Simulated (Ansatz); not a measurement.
# SrHgGeSe4 (Ama2): G0W0 under other settings

Aim: change settings of a G0W0 run on SrHgGeSe4 (Ama2) and see what moves.

Program: Ansatz 0.2.0. Level of theory: G0W0 on PBE, plane waves, PAW; PAW set soft_1. Results are calculated unless marked as measured.

This is a report of a sequence of runs, with most program output left out.

## Step 1: The starting structure

The structure is orthorhombic, space group Ama2 (No. 40). The conventional cell has a = 10.838 Å, b = 10.746 Å, c = 6.638 Å, α = 90.00°, β = 90.00°, γ = 90.00°. Sr has 8 Se at 3.15 to 3.28 Å nearest. Nearest to Ge lie 4 Se at 2.35 to 2.42 Å. Hg has 4 Se at 2.57 to 2.83 Å nearest. Nearest to Se lie 1 Ge at 2.39 Å and 1 Hg at 2.74 Å and 2 Sr at 3.28 Å. Nearest to Se lie 1 Ge at 2.42 Å and 1 Hg at 2.57 Å and 2 Sr at 3.15 Å. Nearest to Se lie 1 Ge at 2.35 Å and 1 Hg at 2.83 Å and 2 Sr at 3.18 Å. Farther neighbours and most contacts between anions are not listed.

Geometry: measured cell, ions relaxed with PBE. The runs that relaxed it are not among those shown. Spin-orbit coupling is left out unless a step names it.

## Step 2: The base run: 2×2×2 mesh, 877 empty bands, screening to 100 eV, PAW set soft_1 files

Now the one-shot GW correction: screening in the RPA, then the self-energy of the levels asked for. This step takes PAW set soft_1 files.

Input file input.yaml:

```yaml
crystal:
  lattice:
    - [10.8375, 0.0, 0.0]
    - [0.0, 5.3728, 3.31885]
    - [0.0, -5.3728, 3.31885]
  atoms:
    - { symbol: Sr, position: [0.0, 0.2560433466, 0.2560433466] }
    - { symbol: Sr, position: [0.5, 0.2560433466, 0.2560433466] }
    - { symbol: Ge, position: [0.25, 0.9567885199, 0.5195787844] }
    - { symbol: Ge, position: [0.75, 0.5195787844, 0.9567885199] }
    - { symbol: Hg, position: [0.25, 0.5280692319, 0.8556187453] }
    - { symbol: Hg, position: [0.75, 0.8556187453, 0.5280692319] }
    - { symbol: Se, position: [0.0730524407, 0.1828143308, 0.7237791204] }
    - { symbol: Se, position: [0.9269475593, 0.7237791204, 0.1828143308] }
    - { symbol: Se, position: [0.4269475593, 0.1828143308, 0.7237791204] }
    - { symbol: Se, position: [0.5730524407, 0.7237791204, 0.1828143308] }
    - { symbol: Se, position: [0.25, 0.9728837483, 0.1441951116] }
    - { symbol: Se, position: [0.75, 0.1441951116, 0.9728837483] }
    - { symbol: Se, position: [0.25, 0.5501429265, 0.4178893364] }
    - { symbol: Se, position: [0.75, 0.4178893364, 0.5501429265] }
kpoints:
  mp_grid: { grid: [2, 2, 2] }
hamiltonian:
  xc: pbe
  pseudopotentials: { kind: paw, azcp: { folder: soft_1 } }
scf:
  occupations: { method: fixed }
gw:
  n_empty_bands: 877
  ecut_chi: 100.0
  qp_bands: [v4, c4]
  qp_kpoints: band_edges
  screening: { model: contour_deformation }
```

The run is started by

```sh
ansatz run input.yaml --threads 2 --pin off --max-ram 92160MiB --backend cuda --events-out ev --progress --plain --runs-dir out --devices 1 --max-vram 13GiB
```

Wall time 34 s (1 × NVIDIA H100 80GB HBM3 (shared by 6 runs) with 2 threads of AMD EPYC 7R13 (Zen 3), shared host); peak memory 3 GiB.

Numbers from this step:

- bands summed: 985
- RPA ε∞ on this mesh (eigenvalues): 6.670, 7.538, 10.44
- plane waves in the screening matrix: 889
- q-points in the mesh: 8
- G0W0 gap on the mesh: 1.915 eV
- k of the valence top: 0, -0.5, -0.5
- k of the conduction bottom: 0, -0.5, -0.5
- starting gap on the mesh: 1.121 eV
- Z at the valence top: 0.7404
- Z at the conduction bottom: 0.7681
- least direct G0W0 gap on the computed points: 1.915 eV

The gap on the mesh goes from 1.12 eV to 1.92 eV, a correction of +0.79 eV. Between the two edge states, bare exchange in place of the xc potential would open the gap by 5.99 eV, and correlation takes back 5.20 eV.

## Step 3: Variant: larger pair-density box

input.yaml, as its differences from that of step 2:

```diff
@@ -29,3 +29,3 @@
   n_empty_bands: 877
-  ecut_chi: 100.0
+  ecut_chi: 100
   qp_bands: [v4, c4]
@@ -33 +33,2 @@
   screening: { model: contour_deformation }
+  ecutfock_ratio: 2
```

Run time: 42 s. Hardware: 1 × NVIDIA H100 80GB HBM3 (shared by 6 runs) with 2 threads; peak memory 2.9 GiB; 60 s of CPU time.

The G0W0 gap on the mesh is 1.915 eV.

Against the base:

| setting | base | variant |
| --- | --- | --- |
| ecutfock ratio | - | 2 |

| quantity | variant | base |
| --- | --- | --- |
| starting gap on the mesh | 1.121 | 1.121 |
| G0W0 gap on the mesh | 1.915 | 1.915 |
| least direct G0W0 gap on the computed points | 1.915 | 1.915 |
| Z at the valence top | 0.740 | 0.740 |
| Z at the conduction bottom | 0.768 | 0.768 |

## Step 4: Variant: guard bands

input.yaml, as its differences from that of step 3:

```diff
@@ -28,4 +28,4 @@
 gw:
-  n_empty_bands: 877
-  ecut_chi: 100
+  n_empty_bands: 627
+  ecut_chi: 80
   qp_bands: [v4, c4]
@@ -33,2 +33,2 @@
   screening: { model: contour_deformation }
-  ecutfock_ratio: 2
+  n_guard_bands: 12
```

Run time: 34 s. Hardware: 1 × NVIDIA H100 80GB HBM3 (shared by 6 runs) with 2 threads; peak memory 2.4 GiB; 41 s of CPU time.

The G0W0 gap on the mesh is 1.903 eV.

Against the base:

| setting | base | variant |
| --- | --- | --- |
| empty bands | 877 | 627 |
| screening cutoff (eV) | 100.0 | 80 |
| n guard bands | - | 12 |

| quantity | variant | base |
| --- | --- | --- |
| starting gap on the mesh | 1.121 | 1.121 |
| G0W0 gap on the mesh | 1.903 | 1.915 |
| least direct G0W0 gap on the computed points | 1.903 | 1.915 |
| Z at the valence top | 0.742 | 0.740 |
| Z at the conduction bottom | 0.769 | 0.768 |

## Step 5: Outcome

```json
{
  "base": "1.92 eV, 34 s",
  "larger pair-density box": "1.92 eV, 42 s",
  "guard bands": "1.90 eV, 34 s"
}
```

In words: Larger pair-density box: the gap moves by +0.00 eV. Guard bands: the gap moves by −0.01 eV. The variant differs from the base in empty bands, screening cutoff and n guard bands together, so the change can't be laid to one of them. All runs here use a coarse mesh and modest cutoffs; they test settings and are not final values. The 2×2×2 mesh is coarse for this cell (its supercell is 13 Å along the shortest edge). The RPA ε∞ on it, from the PBE start, is 6.67, 7.54 and 10.44; such meshes misread the long-range screening, most where the gap is narrow. The many-body steps are scalar-relativistic: spin-orbit coupling is not in them.

[Paths, hosts, dates, memory and timing lines, banners, echoed tables and standing remarks are left out of the program output.]

[Logs are printed without paths, hosts, clocks, repeated set-up lines and the standing remarks that a program may print on its own settings, such as how far it seeks lower states.]

[Runs of the session that timed out or met a known fault of the program may be left out.]

[Cells called generated may have been cut or substituted from an entry of the Crystallography Open Database or the Materials Project.]

[Hosts, paths, dates, database ids (printed as entryN), source tags and the programs' standing remarks are cut or masked in the printed files.]
